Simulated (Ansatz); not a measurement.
# W(100) with 4 thermally displaced layers, 2x2: scattering by thermal displacements, part 2 of 2

Wanted: the phonon-limited resistivity of W at 500 K by the Landauer route. The measured value for the pure metal at this temperature is 10.3 µΩ cm (CRC Handbook of Chemistry and Physics, 84th ed., 2003, Electrical Resistivity of Pure Metals).

Ansatz 0.2.0; Ansatz plane-wave DFT, PBE, PAW files; ballistic transport by layer matching (Landauer), zero bias; PAW set soft_1.

So far. Step 3 (With 8 displaced layers): Over the solved energies the transmission per spin lies between 4.00 and 4.47, out of 5.20 channels of the lead on average (up to 5.66).

### 4. With 12 displaced layers

Each atom of 12 layers is moved at random, by amounts drawn from a normal law 0.0502 Å wide in each direction from the Debye model (400 K) at 500 K. A fresh draw is used; the growth of the resistance with length is what counts.

System of this step: W(100) with 12 thermally displaced layers, 2x2. The cell holds 88 atoms: 88 W. Its edges and angles: a = 6.330 Å, b = 6.330 Å, c = 34.813 Å, α = 90.0°, β = 90.0°, γ = 90.0°. It derives from W. Regions: lead, 40 atoms (40 W); scattering region, 48 atoms (48 W). The structure is stacked along c, and the current runs across the ab planes.

Contents of input.yaml:

```yaml
crystal:
  lattice:
    - [6.3296, 0.0, 0.0]
    - [0.0, 6.3296, 0.0]
    - [0.0, 0.0, 34.8128]
  atoms:
    - { symbol: W, position: [0.0, 0.0, 0.0227272727] }
    - { symbol: W, position: [0.0, 0.5, 0.0227272727] }
    - { symbol: W, position: [0.5, 0.0, 0.0227272727] }
    - { symbol: W, position: [0.5, 0.5, 0.0227272727] }
    - { symbol: W, position: [0.25, 0.25, 0.0681818182] }
    - { symbol: W, position: [0.25, 0.75, 0.0681818182] }
    - { symbol: W, position: [0.75, 0.25, 0.0681818182] }
    - { symbol: W, position: [0.75, 0.75, 0.0681818182] }
    - { symbol: W, position: [0.0, 0.0, 0.1136363636] }
    - { symbol: W, position: [0.0, 0.5, 0.1136363636] }
    - { symbol: W, position: [0.5, 0.0, 0.1136363636] }
    - { symbol: W, position: [0.5, 0.5, 0.1136363636] }
    - { symbol: W, position: [0.25, 0.25, 0.1590909091] }
    - { symbol: W, position: [0.25, 0.75, 0.1590909091] }
    - { symbol: W, position: [0.75, 0.25, 0.1590909091] }
    - { symbol: W, position: [0.75, 0.75, 0.1590909091] }
    - { symbol: W, position: [0.0, 0.0, 0.2045454545] }
    - { symbol: W, position: [0.0, 0.5, 0.2045454545] }
    - { symbol: W, position: [0.5, 0.0, 0.2045454545] }
    - { symbol: W, position: [0.5, 0.5, 0.2045454545] }
    - { symbol: W, position: [0.2456604893, 0.2492662177, 0.2503626352] }
    - { symbol: W, position: [0.2473136589, 0.7347512279, 0.2498958223] }
    - { symbol: W, position: [0.7517862854, 0.2585964903, 0.2508328452] }
    - { symbol: W, position: [0.7448985821, 0.7442627218, 0.2528977696] }
    - { symbol: W, position: [0.005997766, 0.014517574, 0.2985236031] }
    - { symbol: W, position: [0.9935151622, 0.5030539773, 0.2961148777] }
    - { symbol: W, position: [0.5044359699, 0.0042955851, 0.2957457563] }
    - { symbol: W, position: [0.5013802988, 0.4880898876, 0.2952161613] }
    - { symbol: W, position: [0.2440737204, 0.2509994769, 0.3402352408] }
    - { symbol: W, position: [0.2549029298, 0.7564927016, 0.3413539932] }
    - { symbol: W, position: [0.7525062218, 0.2507367757, 0.3402637031] }
    - { symbol: W, position: [0.7486960209, 0.7460710812, 0.3414682766] }
    - { symbol: W, position: [0.0001118751, 0.0046078162, 0.3844487247] }
    - { symbol: W, position: [0.0070373027, 0.4939542108, 0.3853053537] }
    - { symbol: W, position: [0.4984348963, 0.9955341271, 0.38678322] }
    - { symbol: W, position: [0.495448674, 0.4915223971, 0.3851446248] }
    - { symbol: W, position: [0.2603999131, 0.2503508297, 0.4301354812] }
    - { symbol: W, position: [0.2500664065, 0.7376662247, 0.434397391] }
    - { symbol: W, position: [0.7379156692, 0.2537950075, 0.4326016812] }
    - { symbol: W, position: [0.738505986, 0.7523802511, 0.433255354] }
    - { symbol: W, position: [0.0037064056, 0.0020690405, 0.4786406109] }
    - { symbol: W, position: [0.0012754684, 0.5026667974, 0.4770901045] }
    - { symbol: W, position: [0.5050082379, 0.9925377761, 0.4784138545] }
    - { symbol: W, position: [0.4959945436, 0.4913545392, 0.4777991416] }
    - { symbol: W, position: [0.2634198281, 0.2576230922, 0.5219840935] }
    - { symbol: W, position: [0.255533424, 0.7463995462, 0.5225485299] }
    - { symbol: W, position: [0.7507096802, 0.2316317268, 0.5230034371] }
    - { symbol: W, position: [0.7418384282, 0.7444718162, 0.5206023105] }
    - { symbol: W, position: [0.9879784495, 0.9925228716, 0.5693717086] }
    - { symbol: W, position: [0.0132064829, 0.4998002026, 0.5697553596] }
    - { symbol: W, position: [0.4979074614, 0.9848440518, 0.5683978852] }
    - { symbol: W, position: [0.5035325931, 0.4966024149, 0.5686173982] }
    - { symbol: W, position: [0.2545385754, 0.2431558858, 0.6115078795] }
    - { symbol: W, position: [0.2482461484, 0.7483269518, 0.6131280885] }
    - { symbol: W, position: [0.7578257706, 0.2636785073, 0.613035872] }
    - { symbol: W, position: [0.7555399797, 0.7574586328, 0.6146641989] }
    - { symbol: W, position: [0.0083032811, 0.9969145161, 0.6601571535] }
    - { symbol: W, position: [0.0160477926, 0.5063705474, 0.6581974886] }
    - { symbol: W, position: [0.5048172542, 0.0100067166, 0.6596227098] }
    - { symbol: W, position: [0.4955339994, 0.5122317896, 0.6572896849] }
    - { symbol: W, position: [0.2539905818, 0.2498717784, 0.7028250862] }
    - { symbol: W, position: [0.2596664116, 0.7527576576, 0.702863809] }
    - { symbol: W, position: [0.7547698187, 0.2465787622, 0.7018030645] }
    - { symbol: W, position: [0.7445391429, 0.7520891364, 0.70546166] }
    - { symbol: W, position: [0.0013124105, 0.0003580169, 0.7506773721] }
    - { symbol: W, position: [0.9983276212, 0.5093295589, 0.7502142295] }
    - { symbol: W, position: [0.5023298761, 0.00428684, 0.7484763576] }
    - { symbol: W, position: [0.4943780551, 0.5121168385, 0.750483263] }
    - { symbol: W, position: [0.25, 0.25, 0.7954545455] }
    - { symbol: W, position: [0.25, 0.75, 0.7954545455] }
    - { symbol: W, position: [0.75, 0.25, 0.7954545455] }
    - { symbol: W, position: [0.75, 0.75, 0.7954545455] }
    - { symbol: W, position: [0.0, 0.0, 0.8409090909] }
    - { symbol: W, position: [0.0, 0.5, 0.8409090909] }
    - { symbol: W, position: [0.5, 0.0, 0.8409090909] }
    - { symbol: W, position: [0.5, 0.5, 0.8409090909] }
    - { symbol: W, position: [0.25, 0.25, 0.8863636364] }
    - { symbol: W, position: [0.25, 0.75, 0.8863636364] }
    - { symbol: W, position: [0.75, 0.25, 0.8863636364] }
    - { symbol: W, position: [0.75, 0.75, 0.8863636364] }
    - { symbol: W, position: [0.0, 0.0, 0.9318181818] }
    - { symbol: W, position: [0.0, 0.5, 0.9318181818] }
    - { symbol: W, position: [0.5, 0.0, 0.9318181818] }
    - { symbol: W, position: [0.5, 0.5, 0.9318181818] }
    - { symbol: W, position: [0.25, 0.25, 0.9772727273] }
    - { symbol: W, position: [0.25, 0.75, 0.9772727273] }
    - { symbol: W, position: [0.75, 0.25, 0.9772727273] }
    - { symbol: W, position: [0.75, 0.75, 0.9772727273] }
kpoints:
  mp_grid: { grid: [4, 4, 1] }
hamiltonian:
  xc: pbe
  pseudopotentials: { kind: paw, azcp: { folder: soft_1 } }
scf:
  occupations: { method: fermi_dirac, width: 0.1 }
output:
  transmission: { leads: [[0, 4]], kmesh: [8, 8], e_range: [-0.05, 0.05], de: 0.05 }
  write_potential: true
  write_density: true
  volumetric_format: npy
```

Command:

```
ansatz run input.yaml --threads 4 --pin off --max-ram 15360MiB --backend cpu --events-out ev --progress --plain --runs-dir out
```

Numbers of over 12 decimals in the logs are rounded to 6 here.

The log of the run:

```text
[...]
Crystal: 88 atoms, lattice volume = 1394.734 Å³
Basis set: ecut = 420 eV, 27305 PW (Γ)
Bands: 740, of which v1, the nominal top of the filled ones, is band 616 counted from 1 (615 counted from 0)
Symmetry: 1 space group operations
[...]
k-points: 10 of 16 (time reversal used)
[...]
SCF iter   1: F=—  HF=-913975.451258 eV  |F-HF|=—  |Δ(HF+E_count)|=         —  Δρ=6.30e-2  dr2=5.12e1  ethr=3.10e-3  ⟨swp⟩=4.9  Hψ=26807  notcnv=0
[...]
SCF iter   8: F=-913958.577627 eV  HF=-913958.577627 eV  |F-HF|=3.92e-8  |Δ(HF+E_count)|=   6.87e-9  Δρ=7.67e-7  dr2=4.38e-8  ethr=8.12e-12  ⟨swp⟩=6.5  Hψ=16053  notcnv=0
SCF 1 converged in 8 iterations: F = -913958.577627 eV  dr2 = 4.38e-8
[...]
transmission: 184 of 1836 steps passed
transmission: 368 of 1836 steps passed
[...]
transmission: 1836 of 1836 steps passed
SCF converged after 8 iterations
Free energy (F): -913958.577627 eV
[...]
Internal energy: -913957.093359 eV  (E = F + TS)
E sigma→0 (E₀):  -913957.835493 eV
Entropy (-TS):   -1.484267 eV (-16.867 meV/atom)
Fermi energy:    22.418270 eV
[...]
--- Band table (eV; the first three rows and the last of 10) ---
  k-point 0: bands = [... 612 lower, 22.2340, 22.2456, 22.2589, 22.2700, 22.2850, 22.3559, 22.4336, 22.5094, ... 120 higher]
  k-point 1: bands = [... 612 lower, 22.3519, 22.3613, 22.3634, 22.3801, 22.3951, 22.4186, 22.4337, 22.4434, ... 120 higher]
  k-point 2: bands = [... 612 lower, 22.4217, 22.4436, 22.4622, 22.4811, 22.5032, 22.5253, 22.5408, 22.5511, ... 120 higher]
  k-point 9: bands = [... 612 lower, 21.6968, 21.7234, 21.7685, 21.7943, 22.4708, 22.5123, 22.5551, 22.5696, ... 120 higher]
--- Transmission ---
  basis      : 349 plane waves across, 54 finite elements along
  points     : 34, standing for a mesh of 8 x 8
[...]
channels       : 5.281250e0 a spin
[...]
slowest decay  : 0.0385 /Å at (0.5000, 0.5000)
  junction   : crystal 0 to crystal 0, 0.70 to 33.93 Å
    transmission   : 4.013373e0 a spin
[...]
```

Elapsed: 28 min, on 4 threads of Arm Neoverse V1, shared host; peak memory 8.3 GiB.

Numbers from this step:

```yaml
free_energy: -913958.5776 eV
energy_at_zero_smearing: -913957.8355 eV
transmission_per_spin_nearest_the_fermi_level: 4.013
step_of_the_lead_s_potential: 5.5 meV
```

Per spin. Table of transmission, zone mean by energy, zero at the Fermi level:

```
energy (eV)  transmission, zone mean
    -0.0500                     3.84
     0.0000                     4.01
     0.0500                     4.24
```

Over the solved energies the transmission per spin lies between 3.84 and 4.24, out of 5.20 channels of the lead on average (up to 5.66).

### 5. The fit

This step: Ansatz plane-wave DFT, PBE, PAW files; ballistic transport by layer matching (Landauer), zero bias; resistivity from the slope of the area resistance; PAW set soft_1 (Ansatz 0.2.0).

This step gave:

- resistivity: 15.74 µΩ cm
- intercept: 0.002659 fΩ m²
- scatter about the fit: 0.01980 fΩ m²

Resistance, by row:

```
run  length (Å)      T  channels N  RA (fΩ m²)
 n4        6.33  5.019        5.49     0.08828
 n8       12.66  4.222       5.198      0.2299
n12       18.99  4.032       5.198      0.2875
```

The area resistance by length of the displaced region:

```
length of the displaced region (Å)  area resistance (fΩ m²)
                              6.33                   0.0883
                             12.66                    0.230
                             18.99                    0.288
```

The area resistance goes from 0.088 to 0.29 fΩ m² between 6.3 and 19.0 Å, a slope of 16 µΩ cm.

By hand from the end points: (0.2875 − 0.08828) fΩ m² / (18.99 − 6.33) Å = 16 µΩ cm, since 1 fΩ m² per Å is 1000 µΩ cm.

### 6. Outcome

```json
{
 "resistivity from the slope": "15.7 µΩ cm",
 "area resistance over 6.33 Å": "0.0883 fΩ m²",
 "area resistance over 12.7 Å": "0.230 fΩ m²",
 "area resistance over 19.0 Å": "0.288 fΩ m²"
}
```

What this shows: The slope gives 16 µΩ cm. The points scatter by 0.020 fΩ m² about the line, with one random draw a length in a 2x2 cell, so the slope is a rough value. The mean square of the displacements drawn is 0.75, 0.94 and 0.81 of the nominal one at the three lengths; with each resistance scaled back by that, the slope is 19 µΩ cm, the value used below. The lead's own channel count moves between the runs (5.49, 5.20 and 5.20), which shifts RA and the slope too. Read with a model of isotropic scattering on a spherical Fermi surface and the lead's 1.1×10¹⁵ S/m², this slope means a mean free path near 41 Å; over these lengths the model's slope is 1.09 times its bulk resistivity, which would be 17 µΩ cm. Uncorrelated displacements put too much weight on short waves, which scatter strongly; with the sideways repeat of a small cell, one draw and three short lengths, the method is good to a factor of two or three. The measured value is 10.3 µΩ cm (CRC Handbook of Chemistry and Physics, 84th ed., 2003, Electrical Resistivity of Pure Metals); the scaled slope is 1.8 times that and the corrected value 1.7: clearly high. Spin-orbit coupling is left out, which matters for W.

[Logs are printed without paths, hosts, clocks, repeated set-up lines and the standing remarks that a program may print on its own settings, such as how far it seeks lower states.]

[Hosts, paths, dates, database ids (printed as entryN), source tags and the programs' standing remarks are cut or masked in the printed files.]
